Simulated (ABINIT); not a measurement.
**BiH3 (Pm-3m): phonons by linear response**

How does BiH3 (Pm-3m) vibrate, and is this structure a minimum?

Calculated with ABINIT 10.8.3; DFT PBEsol, scalar-relativistic, plane waves, PseudoDojo norm-conserving pseudopotentials.

Most raw output is cut from this account.

The structure was built from a prototype and need not be the compound's stable phase.

## Step 1: The structure

It takes space group Pm-3m (No. 221, cubic). Conventional cell: a = 4.714 Å, b = 4.714 Å, c = 4.714 Å, α = 90.00°, β = 90.00°, γ = 90.00°. Nearest to Bi lie 6 H at 2.36 Å. Nearest to H lie 2 Bi at 2.36 Å. Farther neighbours are not listed.

## Step 2: A first look

A first run with smearing and empty bands tells whether the crystal has a gap, which decides between fixed occupations and smearing later on.

The input, probe.abi:

```
# ground state
tolvrs 1.0d-08
prtden 1
prtwf 1

# basis, mesh and filling
ecut 32.0
ngkpt 4 4 4
nshiftk 1
shiftk 0.0 0.0 0.0
istwfk *1
occopt 7
tsmear 0.005
nband 15
nstep 100
diemac 9.0
prtebands 0
prtgsr 0
useylm 1

# cell and atoms
acell 3*1.0 Angstrom
rprim 
    4.7142 0.0 0.0
    0.0 4.7142 0.0
    0.0 0.0 4.7142
ntypat 2
znucl 83 1
natom 4
typat 1 2 2 2
xred 
    0.0 0.0 0.0
    0.5 0.0 0.0
    0.0 0.5 0.0
    0.0 0.0 0.5
pp_dirpath "./pseudo"
pseudos "Bi.upf, H.upf"
```

Run with:

```
$ OMP_NUM_THREADS=1 mpirun -n 4 abinit probe.abi > probe.log
```

It took 7.7 s on 4 MPI ranks of Arm Neoverse V2, shared host; 30 s of CPU time.

This step gave:

- volume per atom: 26.19 Å³
- pressure: -6.214 GPa
- gap on the k-mesh: 0 eV

No gap opens on this mesh, so smearing is kept; the printed pressure holds the stress of the finite basis too.

## Step 3: Rough relaxation

The typed start is rough, so a first relaxation with smearing and loose thresholds takes it towards rest cheaply.

The input, prerelax.abi:

```
# relaxation
ionmov 2
optcell 2
dilatmx 1.15
chkdilatmx 0
ntime 40
tolmxf 3.0d-04
tolvrs 1.0d-10
prtwf 0
prtden 0
chksymtnons 0

# basis, mesh and filling
ecut 32.0
ecutsm 3.0
ngkpt 4 4 4
nshiftk 1
shiftk 0.0 0.0 0.0
istwfk *1
occopt 7
tsmear 0.005
nband 15
nstep 100
diemac 1000000.0
prtebands 0
prtgsr 0
useylm 1

# cell and atoms
acell 3*1.0 Angstrom
rprim 
    4.7142 0.0 0.0
    0.0 4.7142 0.0
    0.0 0.0 4.7142
ntypat 2
znucl 83 1
natom 4
typat 1 2 2 2
xred 
    0.0 0.0 0.0
    0.5 0.0 0.0
    0.0 0.5 0.0
    0.0 0.0 0.5
pp_dirpath "./pseudo"
pseudos "Bi.upf, H.upf"
```

Run with:

```
$ OMP_NUM_THREADS=1 mpirun -n 4 abinit prerelax.abi > prerelax.log
```

It took 70 s on 4 MPI ranks.

Step by step:

| step | energy less that of the first step (eV) | largest force (eV/Å) | volume (Å³) |
| --- | --- | --- | --- |
| 1 | 0.0000 | 0.0000 | 104.77 |
| 2 | -0.0743 | 0.0000 | 102.81 |
| 3 | -0.5244 | 0.0000 | 62.33 |
| 4 | -0.7447 | 0.0000 | 79.28 |
| 5 | -0.7847 | 0.0000 | 74.78 |
| 6 | -0.7865 | 0.0000 | 73.51 |

| conventional cell, symmetrised | before | after | change |
| --- | --- | --- | --- |
| a (Å) | 4.714 | 4.189 | -11.1 % |
| b (Å) | 4.714 | 4.189 | -11.1 % |
| c (Å) | 4.714 | 4.189 | -11.1 % |
| volume (Å³/atom) | 26.19 | 18.38 | -29.8 % |

Final coordinates:

```xyz
4
Lattice="4.1890 0.0000 0.0000 0.0000 4.1890 0.0000 0.0000 0.0000 4.1890" Properties=species:S:1:pos:R:3 pbc="T T T"
Bi    0.0000    0.0000    0.0000
H     2.0945    0.0000    0.0000
H     0.0000    2.0945    0.0000
H     0.0000    0.0000    2.0945
```

Read from the output:

- volume per atom: 18.38 Å³
- pressure: 0.07288 GPa

The volume changes by -29.8 % in this run and stands -29.8 % from the first cell.

## Step 4: Rough relaxation

The cell changed much, so the rough relaxation is repeated on a basis made for the new cell.

prerelax.abi, as its differences from that of step 3:

```diff
@@ -31,5 +31,5 @@
 rprim 
-    4.7142 0.0 0.0
-    0.0 4.7142 0.0
-    0.0 0.0 4.7142
+    4.18896443 0.0 0.0
+    0.0 4.18896443 0.0
+    0.0 0.0 4.18896443
 ntypat 2
```

Elapsed: 8.4 s, on 4 MPI ranks; 33 s of CPU time.

Little changed from the start: no atom moved by 0.005 Å and no cell edge by 0.1 %.

The volume changes by +0.0 % in this run and stands -29.8 % from the first cell.

## Step 5: Relaxation

The harmonic expansion needs vanishing forces, and a free crystal bears no stress, so cell and atoms are brought to rest. Stress is more sensitive to the basis than forces are: the last 3 Ha under the cutoff are smoothed with ecutsm, and the cutoff is raised above that of the later runs.

The input, relax.abi:

```
# relaxation
ionmov 2
optcell 2
dilatmx 1.08
ntime 40
tolmxf 1.0d-05
tolvrs 1.0d-14
prtwf 0
prtden 0
chksymtnons 0

# basis, mesh and filling
ecut 40.0
ecutsm 3.0
ngkpt 6 6 6
nshiftk 1
shiftk 0.0 0.0 0.0
istwfk *1
occopt 7
tsmear 0.01
nband 15
nstep 100
diemac 1000000.0
prtebands 0
prtgsr 0
useylm 1

# cell and atoms
acell 3*1.0 Angstrom
rprim 
    4.188964433 0.0 0.0
    0.0 4.188964433 0.0
    0.0 0.0 4.188964433
ntypat 2
znucl 83 1
natom 4
typat 1 2 2 2
xred 
    0.0 0.0 0.0
    0.5 0.0 0.0
    0.0 0.5 0.0
    0.0 0.0 0.5
pp_dirpath "./pseudo"
pseudos "Bi.upf, H.upf"
```

Run with:

```
$ OMP_NUM_THREADS=1 mpirun -n 4 abinit relax.abi > relax.log
```

The job ended after 62 s (4 MPI ranks; 4.1 min of CPU time).

Relaxation path:

| step | energy less that of the first step (eV) | largest force (eV/Å) | volume (Å³) |
| --- | --- | --- | --- |
| 1 | 0.0000 | 0.0000 | 73.51 |
| 2 | -0.0002 | 0.0000 | 73.42 |
| 3 | -0.0008 | 0.0000 | 72.76 |
| 4 | -0.0008 | 0.0000 | 72.77 |

| conventional cell, symmetrised | before | after | change |
| --- | --- | --- | --- |
| a (Å) | 4.189 | 4.175 | -0.3 % |
| b (Å) | 4.189 | 4.175 | -0.3 % |
| c (Å) | 4.189 | 4.175 | -0.3 % |
| volume (Å³/atom) | 18.38 | 18.19 | -1.0 % |

The relaxed structure:

```xyz
4
Lattice="4.1750 0.0000 0.0000 0.0000 4.1750 0.0000 0.0000 0.0000 4.1750" Properties=species:S:1:pos:R:3 pbc="T T T"
Bi    0.0000    0.0000    0.0000
H     2.0875    0.0000    0.0000
H     0.0000    2.0875    0.0000
H     0.0000    0.0000    2.0875
```

Numbers from this step:

```yaml
volume_per_atom: 18.19 Å³
pressure: -3.72e-5 GPa
```

The volume changes by -1.0 % in this run and stands -30.5 % from the first cell.

## Step 6: Self-consistent run for the response

The response is built on these wavefunctions, so the potential is converged far more tightly than an energy would need. Smearing stays on, as the first look found no gap above 0.3 eV.

The input, gs.abi:

```
# ground state
tolvrs 1.0d-16
prtden 1
prtwf 1

# basis, mesh and filling
ecut 32.0
ngkpt 6 6 6
nshiftk 1
shiftk 0.0 0.0 0.0
istwfk *1
occopt 7
tsmear 0.01
nband 15
nstep 100
diemac 1000000.0
prtebands 0
prtgsr 0
useylm 1

# cell and atoms
acell 3*1.0 Angstrom
rprim 
    4.174959859 0.0 0.0
    0.0 4.174959859 0.0
    0.0 0.0 4.174959859
ntypat 2
znucl 83 1
natom 4
typat 1 2 2 2
xred 
    0.0 0.0 0.0
    0.5 0.0 0.0
    0.0 0.5 0.0
    0.0 0.0 0.5
pp_dirpath "./pseudo"
pseudos "Bi.upf, H.upf"
```

Run with:

```
$ OMP_NUM_THREADS=1 mpirun -n 4 abinit gs.abi > gs.log
```

Run time: 13 s. Hardware: 4 MPI ranks.

Read from the output:

```
pressure : -0.09829 GPa
```

The cell stands at -0.098 GPa, close enough for phonons.

## Step 7: Zone-centre response

At q = 0 one unit cell holds all displacements. The response is solved for single atoms along the cell's directions, and symmetry skips those that follow from others. The crystal is treated as a metal, which screens a static field, so no field response is asked.

The input, dfpt_gamma.abi:

```

# common to the responses
getwfk_filepath "gso_WFK"
kptopt 2
nqpt 1
qpt 0.0 0.0 0.0
asr 0
chneut 0

# displacements
rfphon 1
rfatpol 1 4
rfdir 1 1 1
tolvrs 1.0d-10
prtwf 0

# basis, mesh and filling
ecut 32.0
ngkpt 6 6 6
nshiftk 1
shiftk 0.0 0.0 0.0
istwfk *1
occopt 7
tsmear 0.01
nband 15
nstep 100
diemac 1000000.0
prtebands 0
prtgsr 0
useylm 1

# cell and atoms
acell 3*1.0 Angstrom
rprim 
    4.174959859 0.0 0.0
    0.0 4.174959859 0.0
    0.0 0.0 4.174959859
ntypat 2
znucl 83 1
natom 4
typat 1 2 2 2
xred 
    0.0 0.0 0.0
    0.5 0.0 0.0
    0.0 0.5 0.0
    0.0 0.0 0.5
pp_dirpath "./pseudo"
pseudos "Bi.upf, H.upf"
```

Run with:

```
$ OMP_NUM_THREADS=1 mpirun -n 4 abinit dfpt_gamma.abi > dfpt_gamma.log
```

The job ended after 75 s (4 MPI ranks).

Numbers from this step:

```
largest acoustic frequency at the zone centre before the sum rule : 1.85 cm⁻¹
highest optical zone-centre mode (no LO-TO term)                  : 448.8 cm⁻¹
lowest optical zone-centre mode                                   : -1490 cm⁻¹
```

The acoustic modes at Γ come out as far as 1.9 cm⁻¹ from zero, where they should vanish, a small numerical error. The lowest optical mode is imaginary, 1490i cm⁻¹, an instability at this level and on this k mesh.

## Step 8: Zone-centre analysis

anaddb reads the merged derivatives and imposes the acoustic sum rule.

The input, anaddb.abi:

```
ddb_filepath "gamma_DDB"
output_file "anaddb.abo"
outdata_prefix "anaddb"
asr 1
chneut 1
enunit 2
eivec 1
nph1l 1
qph1l 0.0 0.0 0.0 1.0
```

The input, mrgddb.in:

```
gamma_DDB
merged
2
dfpt_gammao_DDB
gso_DDB
```

Run with:

```
$ mrgddb < mrgddb.in > mrgddb.log
$ OMP_NUM_THREADS=1 anaddb anaddb.abi > anaddb.log
```

Run time: 0.52 s. Hardware: 1 thread.

No LO-TO term; unit eigenvectors of the mass-weighted matrix, from anaddb's displacements. The modes at Γ (shares of kinetic energy by element, %) (negative means imaginary):

| mode | frequency (cm⁻¹) | symmetry | Bi % | H % |
| --- | --- | --- | --- | --- |
| 1 | -1489.9 | T1u | 0 | 100 |
| 2 | -1489.9 | T1u | 0 | 100 |
| 3 | -1489.9 | T1u | 0 | 100 |
| 4 | 0.0 | acoustic | 99 | 1 |
| 5 | 0.0 | acoustic | 99 | 1 |
| 6 | 0.0 | acoustic | 99 | 1 |
| 7 | 405.7 | T2u | 0 | 100 |
| 8 | 405.7 | T2u | 0 | 100 |
| 9 | 405.7 | T2u | 0 | 100 |
| 10 | 448.8 | T1u | 1 | 99 |
| 11 | 448.8 | T1u | 1 | 99 |
| 12 | 448.8 | T1u | 1 | 99 |

Displacements in mode 3 (-1489.9 cm⁻¹), the largest set to 1:
```
Bi1  0.00  0.00  0.00
H2   0.00  0.00  0.01
H3   0.00  0.00  0.01
H4   0.00  0.00 -1.00
```

Displacements in mode 7 (405.7 cm⁻¹), the largest set to 1:
```
Bi1  0.00  0.00  0.00
H2   0.00  0.00  1.00
H3   0.00  0.00 -1.00
H4   0.00  0.00  0.00
```

The rule moves no optical mode by more than 0.1 cm⁻¹.

## Step 9: Phonons on a q mesh

Linear response treats each wavevector in the unit cell, with no supercell; the 2×2×2 mesh fixes the range of the force constants to be had.

The input, dfpt_q.abi:

```
ndtset 3

# wavevectors
qpt1 0.5 0.0 0.0
qpt2 0.5 0.5 0.0
qpt3 0.5 0.5 0.5

# displacements
getwfk_filepath "gso_WFK"
getwfq_filepath "gso_WFK"
kptopt 3
nqpt 1
rfphon 1
rfatpol 1 4
rfdir 1 1 1
tolvrs 1.0d-10
prtwf 0

# basis, mesh and filling
ecut 32.0
ngkpt 6 6 6
nshiftk 1
shiftk 0.0 0.0 0.0
istwfk *1
occopt 7
tsmear 0.01
nband 15
nstep 100
diemac 1000000.0
prtebands 0
prtgsr 0
useylm 1

# cell and atoms
acell 3*1.0 Angstrom
rprim 
    4.174959859 0.0 0.0
    0.0 4.174959859 0.0
    0.0 0.0 4.174959859
ntypat 2
znucl 83 1
natom 4
typat 1 2 2 2
xred 
    0.0 0.0 0.0
    0.5 0.0 0.0
    0.0 0.5 0.0
    0.0 0.0 0.5
pp_dirpath "./pseudo"
pseudos "Bi.upf, H.upf"
```

Run with:

```
$ OMP_NUM_THREADS=1 mpirun -n 4 abinit dfpt_q.abi > dfpt_q.log
```

It took 20 min on 4 MPI ranks; 81 min of CPU time.

Read from the output:

- lowest mode on the q mesh (acoustic ones at the zone centre apart): -1543 cm⁻¹

Frequencies (cm⁻¹) before the sum rule at the irreducible wavevectors but Γ, which is solved apart; negative means imaginary. Frequencies by wavevector:

| q (fractions) | star | mode 1 | mode 2 | mode 3 | mode 4 | mode 10 | mode 11 | mode 12 |
| --- | --- | --- | --- | --- | --- | --- | --- | --- |
| 0.5 0 0 | 3 | -1543 | -1543 | 28.97 | 28.97 | 426.2 | 426.2 | 1391 |
| 0.5 0.5 0 | 3 | -1522 | 41.57 | 106.3 | 106.3 | 655.9 | 1350 | 1445 |
| 0.5 0.5 0.5 | 1 | 113.7 | 113.7 | 113.7 | 147.6 | 1268 | 1463 | 1463 |

## Step 10: Dispersion

anaddb transforms the dynamical matrices to force constants and back along the path; points of the mesh come back as solved, but for the sum rule and, in polar crystals, the LO-TO term at Γ; the rest is interpolation.

The input, anaddb.abi:

```
ddb_filepath "all_DDB"
output_file "anaddb.abo"
outdata_prefix "anaddb"
ifcflag 1
ngqpt 2 2 2
nqshft 1
q1shft 0.0 0.0 0.0
asr 1
chneut 0
dipdip 0
dipquad 0
quadquad 0
enunit 0
eivec 0
nph1l 62
qph1l 
    0.0 0.0 0.0 1.0
    0.0 0.05 0.0 1.0
    0.0 0.1 0.0 1.0
    0.0 0.15 0.0 1.0
    0.0 0.2 0.0 1.0
    0.0 0.25 0.0 1.0
    0.0 0.3 0.0 1.0
    0.0 0.35 0.0 1.0
    0.0 0.4 0.0 1.0
    0.0 0.45 0.0 1.0
    0.0 0.5 0.0 1.0
    0.05 0.5 0.0 1.0
    0.1 0.5 0.0 1.0
    0.15 0.5 0.0 1.0
    0.2 0.5 0.0 1.0
    0.25 0.5 0.0 1.0
    0.3 0.5 0.0 1.0
    0.35 0.5 0.0 1.0
    0.4 0.5 0.0 1.0
    0.45 0.5 0.0 1.0
    0.5 0.5 0.0 1.0
    0.45 0.45 0.0 1.0
    0.4 0.4 0.0 1.0
    0.35 0.35 0.0 1.0
    0.3 0.3 0.0 1.0
    0.25 0.25 0.0 1.0
    0.2 0.2 0.0 1.0
    0.15 0.15 0.0 1.0
    0.1 0.1 0.0 1.0
    0.05 0.05 0.0 1.0
    0.0 0.0 0.0 1.0
    0.05 0.05 0.05 1.0
    0.1 0.1 0.1 1.0
    0.15 0.15 0.15 1.0
    0.2 0.2 0.2 1.0
    0.25 0.25 0.25 1.0
    0.3 0.3 0.3 1.0
    0.35 0.35 0.35 1.0
    0.4 0.4 0.4 1.0
    0.45 0.45 0.45 1.0
    0.5 0.5 0.5 1.0
    0.45 0.5 0.45 1.0
    0.4 0.5 0.4 1.0
    0.35 0.5 0.35 1.0
    0.3 0.5 0.3 1.0
    0.25 0.5 0.25 1.0
    0.2 0.5 0.2 1.0
    0.15 0.5 0.15 1.0
    0.1 0.5 0.1 1.0
    0.05 0.5 0.05 1.0
    0.0 0.5 0.0 1.0
    0.5 0.5 0.5 1.0
    0.5 0.5 0.45 1.0
    0.5 0.5 0.4 1.0
    0.5 0.5 0.35 1.0
    0.5 0.5 0.3 1.0
    0.5 0.5 0.25 1.0
    0.5 0.5 0.2 1.0
    0.5 0.5 0.15 1.0
    0.5 0.5 0.1 1.0
    0.5 0.5 0.05 1.0
    0.5 0.5 0.0 1.0
```

The input, mrgddb.in:

```
all_DDB
merged
4
dfpt_gammao_DDB
dfpt_qo_DS1_DDB
dfpt_qo_DS2_DDB
dfpt_qo_DS3_DDB
```

Run with:

```
$ mrgddb < mrgddb.in > mrgddb.log
$ OMP_NUM_THREADS=1 anaddb anaddb.abi > anaddb.log
```

Run time: 0.54 s. Hardware: 1 thread.

Read from the output:

| Property | Result |
| --- | --- |
| lowest frequency on the path | -1543 cm⁻¹ |

Anaddb. Phonon branches along the path, in cm⁻¹:

| point | branch 1 | branch 2 | branch 3 | branch 4 | branch 9 | branch 10 | branch 11 | branch 12 |
| --- | --- | --- | --- | --- | --- | --- | --- | --- |
| Γ | -1490 | -1490 | -1490 | 0 | 406 | 449 | 449 | 449 |
| halfway | -1516 | -1516 | -443 | 20 | 408 | 408 | 439 | 439 |
| X | -1542 | -1542 | 29 | 29 | 414 | 426 | 426 | 1391 |
| halfway | -1532 | -511 | 36 | 97 | 417 | 424 | 575 | 1396 |
| M | -1522 | 42 | 106 | 106 | 421 | 656 | 1350 | 1445 |
| halfway | -1524 | -531 | -419 | 29 | 377 | 411 | 433 | 526 |
| Γ | -1490 | -1490 | -1490 | 0 | 406 | 449 | 449 | 449 |
| halfway | -607 | -416 | -416 | 182 | 275 | 519 | 519 | 527 |
| R | 114 | 114 | 114 | 148 | 653 | 1268 | 1463 | 1463 |
| halfway | -570 | -414 | 97 | 191 | 518 | 571 | 573 | 1401 |
| X | -1542 | -1542 | 29 | 29 | 414 | 426 | 426 | 1391 |
| jump to R | 114 | 114 | 114 | 148 | 653 | 1268 | 1463 | 1463 |
| halfway | -484 | 105 | 105 | 150 | 569 | 654 | 1349 | 1454 |
| M | -1522 | 42 | 106 | 106 | 421 | 656 | 1350 | 1445 |

The path dips to 1543i cm⁻¹.

## Step 11: Density of states

Sums over the zone need many more wavevectors than were solved, so the interpolation is sampled on a dense mesh.

The input, anaddb.abi:

```
ddb_filepath "all_DDB"
output_file "anaddb.abo"
outdata_prefix "anaddb"
ifcflag 1
ngqpt 2 2 2
nqshft 1
q1shft 0.0 0.0 0.0
asr 1
chneut 0
dipdip 0
dipquad 0
quadquad 0
prtdos 2
ng2qpt 11 11 11
dosdeltae 4.5563e-06
ntemper 11
temperinc 100.0
tempermin 0.0
```

Run with:

```
$ OMP_NUM_THREADS=1 anaddb anaddb.abi > anaddb.log
```

It took 1.6 s on 1 thread.

Read from the output:

| Property | Result |
| --- | --- |
| share of modes beyond 3i cm⁻¹ on the dense interpolated mesh | 0.1711 |

The phonon density of states has structure finer than the step of the table below, so its rows give means over 100 cm⁻¹, whole bins alone (the curve runs from -1573 to 1487 cm⁻¹). Peaks (cm⁻¹: height): -1492.5: 0.00461, 67.5: 0.0248, 167.5: 0.0148, 287.5: 0.0166, 447.5: 0.0298, 1367.5: 0.00814.

Tetrahedra. Table of phonon density of states by wavenumber; means over each step:

wavenumber (cm⁻¹), phonon density of states (1/cm⁻¹/cell) and a bar:
```
    -1500     0.0035 #####
    -1400     0.0031 ####
    -1300     0.0014 #
    -1200     0.0014 #
    -1100     0.0014 #
    -1000     0.0010 #
     -900     0.0006 
     -800     0.0006 
     -700     0.0006 
     -600     0.0006 
     -500     0.0006 
     -400     0.0006 
     -300     0.0008 
     -200     0.0017 ##
     -100     0.0017 ##
        0     0.0057 #########
      100     0.0184 ##############################
      200     0.0108 #################
      300     0.0137 ######################
      400     0.0173 ############################
      500     0.0151 #########################
      600     0.0066 ##########
      700     0.0013 #
      800     0.0009 #
      900     0.0009 #
     1000     0.0009 #
     1100     0.0016 ##
     1200     0.0019 ##
     1300     0.0021 ##
     1400     0.0031 ####
```

## Step 12: Outcome

| Item | Value |
| --- | --- |
| space group after relaxation | Pm-3m |
| volume per atom | 18.2 Å³ |
| highest optical zone-centre mode (no LO-TO term) | 448.8 cm⁻¹ |
| lowest optical zone-centre mode | -1490 cm⁻¹ |
| q mesh | 2×2×2 |
| lowest mode on the q mesh (acoustic ones at the zone centre apart) | -1543 cm⁻¹ |
| imaginary modes on the q mesh | yes |

What this shows: BiH3 (Pm-3m) is unstable: a mode solved on the 2×2×2 mesh is imaginary, 1543i cm⁻¹; its spectrum reaches 1463 cm⁻¹. At the PBEsol level the optical modes of BiH3 (Pm-3m) at the zone centre run from 1490i to 449 cm⁻¹, so the structure is a saddle point, with 3 modes beyond 10i cm⁻¹ there. The most unstable solved mode lies at q = (0.5, 0, 0), on the zone boundary, so the distortion that it points to doubles the cell. These are harmonic frequencies at zero temperature: anharmonic shifts and linewidths and thermal expansion are left out. Spin-orbit coupling is left out, which can matter for the heavy elements here. In a metal the frequencies hang on the k mesh and the smearing, most of all near Kohn anomalies. The q mesh stands for a supercell only 8.3 Å across, so branches between the solved wavevectors are rough. The structure is a hypothetical one, built on a prototype.

[Host names and launcher messages were left out of these logs when they were recorded.]

[Logs are printed without paths, hosts, clocks, repeated set-up lines and the standing remarks that a program may print on its own settings, such as how far it seeks lower states.]

[Hosts, paths, dates, database ids (printed as entryN), source tags and the programs' standing remarks are cut or masked in the printed files.]
